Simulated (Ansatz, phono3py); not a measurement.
# NaCl (Fm-3m): lattice thermal conductivity

Aim: the lattice thermal conductivity of NaCl against temperature, and which phonons carry it.

What experiment has found for this phase:
- thermal conductivity 7.1 W/m/K near room temperature (given in “Combining the AFLOW GIBBS and Elastic Libraries to efficiently and robustly screen thermo-mechanical properties of solids”, 2017, arXiv:1611.05714)
- thermal conductivity 7.1 W/m/K near room temperature (given in “Predicting the lattice thermal conductivity of solids by solving the Boltzmann transport equation: AFLOW - AAPL an automated, accurate and efficient framework”, 2017, arXiv:1611.05481)

Program: Ansatz 0.2.0. Level of theory: DFT LDA, scalar-relativistic, plane waves, PAW; PAW set soft_1. Results are calculated unless marked as measured.

The database entry behind the starting cell differs from later determinations by our own check (an axis about 0.4 % short against later determinations), so it need not match the best structure at ambient conditions.

### Step 1. The structure

It takes space group Fm-3m (No. 225, cubic). Conventional cell: a = 5.620 Å, b = 5.620 Å, c = 5.620 Å, α = 90.00°, β = 90.00°, γ = 90.00°. Na has 6 Cl at 2.81 Å nearest. Nearest to Cl lie 6 Na at 2.81 Å. Farther neighbours and most contacts between anions are not listed.

### Step 2. A first coarse run

Before spending time, one coarse run tells the gap and the pressure of the starting cell.

Contents of input.yaml:

```yaml
crystal:
  lattice:
    - [0.0, 2.81, 2.81]
    - [2.81, 0.0, 2.81]
    - [2.81, 2.81, 0.0]
  atoms:
    - { symbol: Na, position: [0.0, 0.0, 0.0] }
    - { symbol: Cl, position: [0.5, 0.5, 0.5] }
kpoints:
  mp_grid: { grid: [6, 6, 6] }
hamiltonian:
  xc: lda
  pseudopotentials: { kind: paw, azcp: { folder: soft_1 }, xc_functional: pbe }
scf:
  occupations: { method: gaussian, width: 0.1 }
  lower_state_search: "off"
output:
  forces: true
  stress: true
  eigenvalues: true
```

Command:

```bash
$ ansatz run input.yaml --threads 8 --pin off --max-ram 19456MiB --backend cpu --events-out ev --progress --plain --runs-dir out
```

Numbers of over 12 decimals in the logs are rounded to 6 here.

Output:

```text
Engine: ansatz 0.2.0, aarch64-unknown-linux-gnu
Pseudopotentials: kind: paw
Pseudopotential: Na, paw, valence charge 9, recommended cutoff 420 eV (normal), soft_1/Na.paw.azcp
Pseudopotential: Cl, paw, valence charge 7, recommended cutoff 420 eV (normal), soft_1/Cl.paw.azcp
Functional definition: SPW92
  exchange = slater_x
  correlation = pw_c
Crystal: 2 atoms, lattice volume = 44.376 Å³
Basis set: ecut = 420 eV, 893 PW (Γ)
Bands: 12, of which v1, the nominal top of the filled ones, is band 8 counted from 1 (7 counted from 0)
Symmetry: 48 space group operations
Space group: Fm-3m (ITA 225), of the structure as read, at distance tolerance 3.5e-5 Å
k-points: 16 of 216
Non-local potential: Na, projectors of the file, l = 0: 3, l = 1: 2, l = 2: 1
Non-local potential: Cl, projectors of the file, l = 0: 2, l = 1: 2, l = 2: 1
PAW form: soft (Blöchl's): semilocal exchange-correlation on the pseudo side does not see the compensation charge
PAW frozen core: Na, regenerated for the run's functional, and the local potential with it (the file was generated under x = pbe(κ = 0.804, μ = 0.219515), c = pbe(β = 0.066725))
PAW frozen core: Cl, regenerated for the run's functional, and the local potential with it (the file was generated under x = pbe(κ = 0.804, μ = 0.219515), c = pbe(β = 0.066725))
PAW one-centre angular grid: Na, 110 points (default); XC on 64 Gauss nodes
PAW one-centre angular grid: Cl, 110 points (default); XC on 64 Gauss nodes
Initial density: superposition of atomic densities (chi_scale 0.1, normalization cell, long waves kept (reshape's long-wave potential 0.00 eV rms))
Initial wavefunctions: pseudopotential atomic-orbital guess
Functional: x = slater, c = lda
SCF iter   1: F=—  HF=-2515.297998 eV  |F-HF|=—  |Δ(HF+E_count)|=         —  Δρ=7.14e-2  dr2=1.99e0  ethr=3.10e-3  ⟨swp⟩=6.1  Hψ=1349  notcnv=0
preconditioner: auto → none  [insulator: Δε(μ)=3.675 eV  Ē_g=12.494 eV  σ=0.100 eV  W_gap=1.00  n_scr=14 (ndim 8)  ℏωp=15.8 eV  f_vac=0.000  D(μ)=0.00/eV (n_scr^D=0)  ε∞_Penn≈2.6]
SCF iter   2: F=—  HF=-2514.350188 eV  |F-HF|=—  |Δ(HF+E_count)|=   9.48e-1  Δρ=1.51e-2  dr2=1.18e-1  ethr=3.10e-3  ⟨swp⟩=3.3  Hψ=582  notcnv=0
SCF iter   3: F=—  HF=-2514.311067 eV  |F-HF|=—  |Δ(HF+E_count)|=   3.91e-2  Δρ=5.65e-3  dr2=1.38e-2  ethr=7.39e-4  ⟨swp⟩=2.6  Hψ=336  notcnv=0
SCF iter   4: F=—  HF=-2514.306534 eV  |F-HF|=—  |Δ(HF+E_count)|=   4.53e-3  Δρ=1.20e-3  dr2=8.62e-4  ethr=8.65e-5  ⟨swp⟩=2.0  Hψ=359  notcnv=0
SCF iter   5: F=—  HF=-2514.306460 eV  |F-HF|=—  |Δ(HF+E_count)|=   7.43e-5  Δρ=1.37e-4  dr2=5.45e-6  ethr=5.38e-6  ⟨swp⟩=2.4  Hψ=280  notcnv=0
SCF iter   6: F=—  HF=-2514.306467 eV  |F-HF|=—  |Δ(HF+E_count)|=   6.64e-6  Δρ=1.38e-5  dr2=5.42e-8  ethr=6.25e-10  ⟨swp⟩=6.2  Hψ=1224  notcnv=0
SCF iter   7: F=-2514.306467 eV  HF=-2514.306467 eV  |F-HF|=5.44e-10  |Δ(HF+E_count)|=   6.86e-9  Δρ=1.47e-6  dr2=1.71e-10  ethr=3.39e-10  ⟨swp⟩=2.5  Hψ=715  notcnv=0
SCF 1 converged in 7 iterations: F = -2514.306467 eV  dr2 = 1.71e-10
  greatest PAW one-centre occupation: 0.999 electrons in one spin orbital (limit 2), on the Na atom at site 0 (counted from 0), in its partial waves of l = 0
SCF converged after 7 iterations
Free energy (F): -2514.306467 eV
Harris-Foulkes:  -2514.306467 eV  (|F-HF|=5.44e-10)
Internal energy: -2514.306467 eV  (E = F + TS)
E sigma→0 (E₀):  -2514.306467 eV
Fermi energy:    3.251905 eV
--- Per-component energies (eV) ---
  E_band       = -236.917501
  E_kinetic    = 266.248163
  E_local      = -1672.847623  (includes V_loc(G=0)·N_el)
  E_nonlocal   = 311.810575
  E_hartree    = 562.298016
  E_xc         = -142.913407
  E_vxc        = -163.745497  (∫ρ·V_xc dr)
  E_paw        = -899.748568  (= ΣΔE_a)
  E_vpaw       = -102.979463  (= ΣTr[D̂ρ^β])
  E_aug_tail   = 0.000152  (compensation charges beyond the density's cutoff)
  E_ewald      = -939.485157
  E_core_change = 0.331382  (= ΣΔE_core)
  E_smearing   = -0.000000  (= −TS)
  E_closure    = 0.000000  (closes the sum)
  Σ components = -2514.306467   (vs F -2514.306467, Δ=0.00e0)
--- Forces (eV/Å), atoms counted from 1 ---
  atom   1  Na    -0.00000000     0.00000000     0.00000000
  atom   2  Cl     0.00000000    -0.00000000     0.00000000
  max |Σ_I F_I| component: 8.73e-30 eV/Å
--- Stress (GPa, compression-positive) ---
       -2.215562       0.000000      -0.000000
       -0.000000      -2.215562      -0.000000
        0.000000      -0.000000      -2.215562
  P = ⅓ Tr σ = -2.2156 GPa (-22.156 kbar)
--- Band table (eV; the first three rows and the last of 16) ---
  k-point 0: bands = [... 4 lower, -11.7458, 0.8836, 0.8836, 0.8836, 5.6179, 11.6509, 11.6509, 11.6509]
  k-point 1: bands = [... 4 lower, -11.6595, 0.2320, 0.8102, 0.8102, 6.4631, 10.8588, 11.9330, 11.9330]
  k-point 2: bands = [... 4 lower, -11.4790, -0.7535, 0.6705, 0.6705, 7.5772, 10.6573, 11.7350, 11.7350]
  k-point 15: bands = [... 4 lower, -11.3198, -0.6461, -0.0879, 0.1200, 8.9328, 9.4279, 11.0739, 12.6036]
```

It took 0.78 s on 8 threads of Arm Neoverse V2, shared host; peak memory 0.26 GiB; 1.5 s of CPU time.

In the SCF lines HF is the Harris–Foulkes energy and dr2 the Hartree energy of the density residual, in eV; the loop may stop once dr2 is under the threshold and the program's other checks hold. Hψ counts applications of the Hamiltonian.

This step gave:

| Property | Result |
| --- | --- |
| pressure | -2.216 GPa |
| gap on the k-mesh | 4.734 eV |
| volume per atom | 22.19 Å³/atom |

The start is under -2.2 GPa at this level and looks like an insulator or semiconductor on this mesh.

### Step 3. Finding the static equilibrium

The vibrations must be taken about the equilibrium of this functional, not about the starting cell, so the structure is relaxed.

input.yaml, the sections that differ from step 2:

```yaml
kpoints:
  mp_grid: { grid: [8, 8, 8] }
scf:
  occupations: { method: gaussian, width: 0.02 }
  lower_state_search: "off"
relax:
  adjacent_minimum: "off"
  f_tol: 0.005
  max_steps: 80
  cell: { stress_tol: 0.05 }
# crystal, hamiltonian, output: as in step 2
```

Output:

```text
[...]
Crystal: 2 atoms, lattice volume = 44.376 Å³
Basis set: ecut = 420 eV, 893 PW (Γ)
Bands: 12, of which v1, the nominal top of the filled ones, is band 8 counted from 1 (7 counted from 0)
Symmetry: 48 space group operations
[...]
k-points: 29 of 512
[...]
SCF iter   1: F=—  HF=-2515.297337 eV  |F-HF|=—  |Δ(HF+E_count)|=         —  Δρ=7.14e-2  dr2=1.99e0  ethr=3.10e-3  ⟨swp⟩=6.1  Hψ=2329  notcnv=0
[...]
SCF iter   7: F=-2514.306504 eV  HF=-2514.306504 eV  |F-HF|=2.59e-10  |Δ(HF+E_count)|=   4.81e-9  Δρ=1.09e-6  dr2=8.76e-11  ethr=3.28e-10  ⟨swp⟩=2.7  Hψ=1270  notcnv=0
SCF 1 converged in 7 iterations: F = -2514.306504 eV  dr2 = 8.76e-11
[...]
relax step   1: F+E_penalty+E_count = -2514.30650382 eV  Δ(F+E_penalty+E_count) = +0.000e0 eV  max|allowed force component| = 3.673e-30 eV/Å  Δτ_max = 0.0000 Å  P = -2.216 GPa  Ω = 44.376 Å³  (7 SCF iters, dr2 threshold 1.00e-7 eV, accepted)
Crystal: 2 atoms, lattice volume = 41.868 Å³
Basis set: ecut = 420 eV, 869 PW (Γ)
[...]
iter 1 solved again at ethr=1.79e-5 eV; its pass at ethr=3.10e-3 eV (dr2=2.87e-3 eV) is discarded
[...]
SCF iter   5: F=-2514.330789 eV  HF=-2514.330789 eV  |F-HF|=6.62e-9  |Δ(HF+E_count)|=   4.51e-7  Δρ=7.98e-6  dr2=1.69e-8  ethr=1.25e-9  ⟨swp⟩=6.9  Hψ=1825  notcnv=0
SCF 2 converged in 5 iterations: F = -2514.330789 eV  dr2 = 1.69e-8
relax step   2: F+E_penalty+E_count = -2514.33078882 eV  Δ(F+E_penalty+E_count) = -2.429e-2 eV  max|allowed force component| = 2.506e-30 eV/Å  Δτ_max = 0.0000 Å  P = -0.791 GPa  Ω = 41.868 Å³  energy of the carried Pulay correction = +8.877e-5 eV  (5 SCF iters, dr2 threshold 2.00e-7 eV, accepted)
Crystal: 2 atoms, lattice volume = 40.595 Å³
Basis set: ecut = 420 eV, 821 PW (Γ)
[...]
SCF iter   5: F=-2514.333494 eV  HF=-2514.333494 eV  |F-HF|=1.75e-9  |Δ(HF+E_count)|=   1.09e-7  Δρ=4.20e-6  dr2=4.46e-9  ethr=1.25e-9  ⟨swp⟩=5.7  Hψ=1566  notcnv=0
SCF 3 converged in 5 iterations: F = -2514.333494 eV  dr2 = 4.46e-9
relax step   3: F+E_penalty+E_count = -2514.33349353 eV  Δ(F+E_penalty+E_count) = -2.705e-3 eV  max|allowed force component| = 2.031e-29 eV/Å  Δτ_max = 0.0000 Å  P = +0.150 GPa  Ω = 40.595 Å³  energy of the carried Pulay correction = +1.358e-4 eV  (5 SCF iters, dr2 threshold 2.00e-7 eV, accepted)
[...]
relax step   4: F+E_penalty+E_count = -2514.33357411 eV  Δ(F+E_penalty+E_count) = -8.058e-5 eV  max|allowed force component| = 1.729e-29 eV/Å  Δτ_max = 0.0000 Å  P = -0.007 GPa  Ω = 40.793 Å³  energy of the carried Pulay correction = +1.284e-4 eV  (4 SCF iters, dr2 threshold 5.66e-8 eV, accepted)
[...]
SCF iter   1: F=—  HF=-2514.333443 eV  |F-HF|=—  |Δ(HF+E_count)|=         —  Δρ=5.49e-5  dr2=1.57e-7  ethr=3.67e-6  ⟨swp⟩=2.8  Hψ=3242  notcnv=0
eigensolver tolerance schedule: the retry pair's looser diagonalisation over-reported the residual by 3745.80 of it (diagonalisation noise at an unbounded share of the residual, at the tolerance the schedule requests for it); recorded, not acted on — ethr = c·dr2/N_el stays at c = 1.0e-1
[...]
SCF iter   2: F=—  HF=-2514.333442 eV  |F-HF|=—  |Δ(HF+E_count)|=   1.60e-6  Δρ=2.67e-5  dr2=3.42e-8  ethr=9.78e-10  ⟨swp⟩=3.2  Hψ=664  notcnv=0
[...]
SCF iter   5: F=-2514.333442 eV  HF=-2514.333442 eV  |F-HF|=1.82e-12  |Δ(HF+E_count)|=  8.64e-12  Δρ=2.57e-7  dr2=5.53e-12  ethr=1.00e-12  ⟨swp⟩=5.8  Hψ=1340  notcnv=0
SCF 5 converged in 5 iterations: F = -2514.333442 eV  dr2 = 5.53e-12
relax step   5: F+E_penalty+E_count = -2514.33344154 eV  Δ(F+E_penalty+E_count) = +1.326e-4 eV  max|allowed force component| = 1.828e-29 eV/Å  Δτ_max = 0.0000 Å  P = -0.007 GPa  Ω = 40.793 Å³  stress off target by 7.16e-3 GPa  SCF on the basis re-selected at this cell (its energy is not comparable with the rows above)  (5 SCF iters)
basis re-selected at this cell: Δ(F+E_penalty+E_count) = +1.326e-4 eV, ΔP = +0.000 GPa vs the last step (what re-selecting the basis moved, of the pressure what is left beyond the Pulay correction that the steps carried, after the strain that the cell walked since its last selection, with what the two solves' SCF thresholds leave and, on support functions, any second-order correction that the steps lacked; it is no m [...]
SCF converged after 5 iterations
Free energy (F): -2514.333442 eV
[...]
Internal energy: -2514.333442 eV  (E = F + TS)
E sigma→0 (E₀):  -2514.333442 eV
Fermi energy:    4.105213 eV
[...]
--- Stress (GPa, compression-positive) ---
       -0.007157      -0.000000      -0.000000
       -0.000000      -0.007157      -0.000000
       -0.000000      -0.000000      -0.007157
  P = ⅓ Tr σ = -0.0072 GPa (-0.072 kbar)
--- Band table (eV; the first three rows and the last of 29) ---
  k-point 0: bands = [... 4 lower, -11.2751, 1.5672, 1.5672, 1.5672, 6.6431, 12.3966, 12.3966, 12.3966]
  k-point 1: bands = [... 4 lower, -11.2114, 1.1122, 1.5153, 1.5153, 7.1968, 11.8674, 12.6125, 12.6125]
  k-point 2: bands = [... 4 lower, -11.0522, 0.2325, 1.3946, 1.3946, 8.1757, 11.4472, 12.7601, 12.7601]
  k-point 28: bands = [... 4 lower, -10.7315, 0.1173, 0.1173, 0.6392, 10.4079, 11.1498, 11.1498, 12.9841]
--- Relaxed structure (4 steps of the walk, 4 accepted, 1 SCFs on fresh bases) ---
  F+E_penalty+E_count = -2514.33344154 eV   max|allowed force component| = 1.828e-29 eV/Å   (the final SCF, on the basis selected at the relaxed cell)
  cell:  # Å, volume = 40.7930 Å³
    - [0, 2.732238, 2.732238]
    - [2.732238, 0, 2.732238]
    - [2.732238, 2.732238, 0]
  atoms:
    - { symbol: Na, position: [0, 0, 0] }
    - { symbol: Cl, position: [0.500000, 0.500000, 0.500000] }
```

Run time: 1.2 s. Hardware: 8 threads; peak memory 0.29 GiB; 5.7 s of CPU time.

Relaxation path:

| step | energy less that of the first step (eV) | largest force component (eV/Å) | pressure (GPa) | volume (Å³) |
| --- | --- | --- | --- | --- |
| 1 | 0.0000 | 0.0000 | -2.22 | 44.38 |
| 2 | -0.0243 | 0.0000 | -0.79 | 41.87 |
| 3 | -0.0270 | 0.0000 | 0.15 | 40.59 |
| 4 | -0.0271 | 0.0000 | -0.01 | 40.79 |
| 5* | -0.0269 | 0.0000 | -0.01 | 40.79 |

Relaxation steps marked * repeat the geometry before them on a plane-wave basis chosen anew for their cell, so energy and pressure can jump there.

Forces are held to the 48 operations that the run works with; a distortion that breaks them can't arise in this run.

| conventional cell, symmetrised | before | after | change |
| --- | --- | --- | --- |
| a (Å) | 5.620 | 5.464 | -2.8 % |
| b (Å) | 5.620 | 5.464 | -2.8 % |
| c (Å) | 5.620 | 5.464 | -2.8 % |
| volume (Å³/atom) | 22.19 | 20.40 | -8.1 % |

The relaxed structure:

```xyz
2
Lattice="0.0000 2.7322 2.7322 2.7322 0.0000 2.7322 2.7322 2.7322 0.0000" Properties=species:S:1:pos:R:3 pbc="T T T"
Na    0.0000    0.0000    0.0000
Cl    2.7322    2.7322    2.7322
```

This step gave:

| Item | Value |
| --- | --- |
| pressure | -0.007157 GPa |
| gap on the k-mesh | 5.076 eV |
| volume per atom | 20.40 Å³/atom |

The relaxation ends with a pressure of -0.01 GPa.

(Continued in part 2 of 4.)

[Logs are printed without paths, hosts, clocks, repeated set-up lines and the standing remarks that a program may print on its own settings, such as how far it seeks lower states.]

[Hosts, paths, dates, database ids (printed as entryN), source tags and the programs' standing remarks are cut or masked in the printed files.]

[A step with changed settings may run another functional than the one named; its input shows which.]
